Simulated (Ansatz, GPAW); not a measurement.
# Screening of a field by Y2NOS MXene monolayer, part 2 of 3

Aim: the dipole that a field along the normal induces in Y2NOS MXene monolayer.

GPAW 26.7.0 and Ansatz 0.2.0; Ansatz plane waves; layer without images along its normal, relaxation of atoms and in-plane cell (the session's first sound run).

So far, upper work function (eV): step 3 (plane waves, PBE) 5.95.

### Step 6. In a field

Contents of run.py:

```python
import json
import numpy as np
from ase import Atoms
from gpaw import GPAW, PW
from gpaw.external import ConstantElectricField

slab = Atoms(
    ['S', 'Y', 'N', 'Y', 'O'],
    positions=[
        [-0.00000, 2.04106, 9.00000],
        [1.76761, 1.02053, 10.95604],
        [0.00000, -0.00000, 12.09903],
        [-0.00000, 2.04106, 13.82659],
        [1.76761, 1.02053, 14.54481]],
    cell=[[3.53522, 0.0, -0.0], [-1.76761, 3.06159, -0.0], [-0.0, -0.0, 23.5448]],
    pbc=[True, True, False],
    magmoms=[0.0, 1.0, 0.0, 1.0, 0.0])

slab.calc = GPAW(mode=PW(500), xc='PBE', kpts={'size': (9, 9, 1), 'gamma': True},
                 occupations={'name': 'fermi-dirac', 'width': 0.05}, nbands='160%',
                 convergence={'density': 1e-05}, maxiter=200,
                 poissonsolver={'dipolelayer': 'xy'},
                 external=ConstantElectricField(-0.05, [0, 0, 1]),
                 symmetry={'tolerance': 1e-3}, txt='slab.txt')
result = {}
energy = slab.get_potential_energy()
fermi = slab.calc.get_fermi_level()
v = slab.calc.get_electrostatic_potential().mean((0, 1)) - fermi
n = slab.calc.get_pseudo_density().mean((0, 1))
L = slab.cell[2, 2]
z = np.arange(len(v)) * L / len(v)
low, high = slab.positions[:, 2].min(), slab.positions[:, 2].max()
below, above = np.interp([low - 6.8, high + 6.8], z, v)
slopes = [np.interp(x, z, np.gradient(v, z)) for x in (low - 6.8, high + 6.8)]
eps = np.array([[slab.calc.get_eigenvalues(k, s) for k in range(len(slab.calc.get_ibz_k_points()))]
                for s in range(slab.calc.get_number_of_spins())]) - fermi
top, bottom = eps[eps < 0].max(), eps[eps > 0].min()
dipole = slab.get_dipole_moment()[2]
print(f'energy {energy:.4f} eV, Fermi level {fermi:.4f} eV, dipole {dipole:.5f} e A')
print(f'potential 6.8 A off the faces, from the Fermi level: lower {below:.4f} eV, upper {above:.4f} eV')
print(f'slope of the potential there: lower {slopes[0]:.5f}, upper {slopes[1]:.5f} eV/A')
print(f'nearest levels on the mesh: {top:.4f} and {bottom:.4f} eV')
print('magnetic moment', round(slab.get_magnetic_moment(), 3))
result.update(energy=energy, fermi=fermi, dipole=dipole, below=below, above=above, slopes=slopes, edges=[top, bottom],
              z=z.tolist(), v=v.tolist(), n=n.tolist(), positions=slab.positions.tolist(),
              forces=slab.get_forces(apply_constraint=False).tolist(), moments=slab.get_magnetic_moments().tolist())
json.dump(result, open('result.json', 'w'))
```

Launch:

```
$ OMP_NUM_THREADS=1 OPENBLAS_NUM_THREADS=1 python run.py
```

Elapsed: 3.5 min, on 1 thread of AMD EPYC 9R14 (Zen 4), shared host; peak memory 0.66 GiB.

The electrostatic potential energy of an electron (without an applied field's), less the Fermi level, planar mean oscillates, so the rows of the table below give means over windows of 0.5 Å about each position, cut where the curve ends. Its maxima inside the range that stand out by 2 % of the span (Å: eV): 0.57: 7.10, 9.79: -0.277, 11.77: -5.58, 12.71: 0.417. Its minima: 9.04: -13.0, 10.92: -16.6, 12.05: -8.04, 13.84: -16.7.

Table of electrostatic potential energy of an electron (without an applied field's), less the Fermi level, planar mean by z; means over each step:

z (Å), electrostatic potential energy of an electron (without an applied field's), less the Fermi level, planar mean (eV) and a bar from the least value:
```
      0.0        6.8 ##############################
      0.5        7.1 ##############################
      1.0        7.1 ##############################
      1.5        7.1 ##############################
      2.0        7.1 ##############################
      2.5        7.1 ##############################
      3.0        7.1 ##############################
      3.5        7.1 ##############################
      4.0        7.1 ##############################
      4.5        7.1 ##############################
      5.0        7.1 ##############################
      5.5        7.1 ##############################
      6.0        7.1 ##############################
      6.5        7.1 ##############################
      7.0        7.0 ##############################
      7.5        6.7 #############################
      8.0        5.1 ###########################
      8.5       -1.6 ##################
      9.0      -11.3 ######
      9.5       -3.7 ################
     10.0       -1.3 ###################
     10.5       -9.1 ########
     11.0      -15.5 
     11.5       -8.2 ##########
     12.0       -6.9 ###########
     12.5       -1.5 ###################
     13.0       -1.9 ##################
     13.5      -11.4 #####
     14.0      -15.5 
     14.5      -10.9 ######
     15.0        0.1 #####################
     15.5        4.9 ###########################
     16.0        5.9 ############################
     16.5        6.0 #############################
     17.0        6.1 #############################
     17.5        6.1 #############################
     18.0        6.1 #############################
     18.5        6.1 #############################
     19.0        6.1 #############################
     19.5        6.1 #############################
     20.0        6.1 #############################
     20.5        6.1 #############################
     21.0        6.1 #############################
     21.5        6.1 #############################
     22.0        6.1 #############################
     22.5        6.1 #############################
     23.0        6.1 #############################
```

### Step 7. In a field

Edit run.py of step 6 so:

```diff
@@ -22,3 +22,3 @@
                  poissonsolver={'dipolelayer': 'xy'},
-                 external=ConstantElectricField(-0.05, [0, 0, 1]),
+                 external=ConstantElectricField(0.05, [0, 0, 1]),
                  symmetry={'tolerance': 1e-3}, txt='slab.txt')
```

It took 3.5 min on 1 thread; peak memory 0.65 GiB.

The electrostatic potential energy of an electron (without an applied field's), less the Fermi level, planar mean oscillates, so the rows of the table below give means over windows of 1 Å about each position, cut where the curve ends. Its maxima inside the range that stand out by 2 % of the span (Å: eV): 0.6: 7.48, 9.8: -0.0791, 11.8: -5.58, 12.7: 0.339. Its minima: 9.0: -12.8, 10.9: -16.6, 12.1: -8.06, 13.8: -16.8.

Table of electrostatic potential energy of an electron (without an applied field's), less the Fermi level, planar mean by z; means over each step:

z (Å), electrostatic potential energy of an electron (without an applied field's), less the Fermi level, planar mean (eV) and a bar from the least value:
```
        0        7.2 ##############################
        1        7.5 ##############################
        2        7.5 ##############################
        3        7.5 ##############################
        4        7.5 ##############################
        5        7.5 ##############################
        6        7.5 ##############################
        7        7.4 ##############################
        8        4.8 ##########################
        9       -8.0 #########
       10       -2.4 #################
       11      -13.2 ##
       12       -5.7 ############
       13       -3.2 ################
       14      -14.7 
       15       -1.4 ##################
       16        5.5 ###########################
       17        5.8 ############################
       18        5.8 ############################
       19        5.8 ############################
       20        5.8 ############################
       21        5.8 ############################
       22        5.8 ############################
       23        5.9 ############################
```

### Step 8. In a field

Edit run.py of step 7 so:

```diff
@@ -22,3 +22,3 @@
                  poissonsolver={'dipolelayer': 'xy'},
-                 external=ConstantElectricField(0.05, [0, 0, 1]),
+                 external=ConstantElectricField(0.1, [0, 0, 1]),
                  symmetry={'tolerance': 1e-3}, txt='slab.txt')
```

It took 3.5 min on 1 thread; peak memory 0.66 GiB.

The electrostatic potential energy of an electron (without an applied field's), less the Fermi level, planar mean by z:

```
z (Å)  electrostatic potential energy of an electron (without an applied field's), less the Fermi level, planar mean (eV)
  0.0                                                                                                                6.65
  0.5                                                                                                                7.66
  1.0                                                                                                                7.66
  1.5                                                                                                                7.66
  2.0                                                                                                                7.66
  2.5                                                                                                                7.66
  3.0                                                                                                                7.66
  3.5                                                                                                                7.66
  4.0                                                                                                                7.66
  4.5                                                                                                                7.66
  5.0                                                                                                                7.66
  5.5                                                                                                                7.66
  6.0                                                                                                                7.66
  6.5                                                                                                                7.64
  7.0                                                                                                                7.58
  7.5                                                                                                                7.28
  8.0                                                                                                                5.81
  8.5                                                                                                              -0.689
  9.0                                                                                                               -12.5
  9.5                                                                                                               -2.75
 10.0                                                                                                              -0.550
 10.5                                                                                                               -8.86
 11.0                                                                                                               -16.4
 11.5                                                                                                               -7.53
 12.0                                                                                                               -7.67
 12.5                                                                                                              -0.927
 13.0                                                                                                               -1.57
 13.5                                                                                                               -11.9
 14.0                                                                                                               -16.2
 14.5                                                                                                               -12.3
 15.0                                                                                                               0.327
 15.5                                                                                                                4.63
 16.0                                                                                                                5.44
 16.5                                                                                                                5.60
 17.0                                                                                                                5.63
 17.5                                                                                                                5.64
 18.0                                                                                                                5.64
 18.5                                                                                                                5.64
 19.0                                                                                                                5.64
 19.5                                                                                                                5.65
 20.0                                                                                                                5.65
 20.5                                                                                                                5.65
 21.0                                                                                                                5.65
 21.5                                                                                                                5.65
 22.0                                                                                                                5.65
 22.5                                                                                                                5.65
 23.0                                                                                                                5.65
```

The dipole is now 0.121 e Å, against 0.080 in the run without a field.

### Step 9. Field on

Edit run.py of step 8 so:

```diff
@@ -22,3 +22,3 @@
                  poissonsolver={'dipolelayer': 'xy'},
-                 external=ConstantElectricField(0.1, [0, 0, 1]),
+                 external=ConstantElectricField(0.2, [0, 0, 1]),
                  symmetry={'tolerance': 1e-3}, txt='slab.txt')
```

Elapsed: 3.6 min, on 1 thread; peak memory 0.66 GiB.

The electrostatic potential energy of an electron (without an applied field's), less the Fermi level, planar mean oscillates, so the rows of the table below give means over windows of 1 Å about each position, cut where the curve ends. Its maxima inside the range that stand out by 2 % of the span (Å: eV): 0.6: 8.03, 9.8: 0.218, 11.7: -5.55, 12.7: 0.221. Its minima: 9.0: -12.3, 10.9: -16.4, 12.1: -8.09, 13.8: -17.1.

Electrostatic potential energy of an electron (without an applied field's), less the Fermi level, planar mean against z; means over each step:

```
z (Å)  electrostatic potential energy of an electron (without an applied field's), less the Fermi level, planar mean (eV)
    0                                                                                                                7.53
    1                                                                                                                8.03
    2                                                                                                                8.03
    3                                                                                                                8.03
    4                                                                                                                8.03
    5                                                                                                                8.03
    6                                                                                                                8.03
    7                                                                                                                7.91
    8                                                                                                                5.32
    9                                                                                                               -7.55
   10                                                                                                               -2.15
   11                                                                                                               -13.1
   12                                                                                                               -5.77
   13                                                                                                               -3.37
   14                                                                                                               -14.9
   15                                                                                                               -1.74
   16                                                                                                                5.04
   17                                                                                                                5.33
   18                                                                                                                5.34
   19                                                                                                                5.34
   20                                                                                                                5.34
   21                                                                                                                5.34
   22                                                                                                                5.34
   23                                                                                                                5.50
```

The dipole is now 0.161 e Å, against 0.080 in the run without a field.

[end of part 2 of 3]

[Logs are printed without paths, hosts, clocks, repeated set-up lines and the standing remarks that a program may print on its own settings, such as how far it seeks lower states.]

[Hosts, paths, dates, database ids (printed as entryN), source tags and the programs' standing remarks are cut or masked in the printed files.]
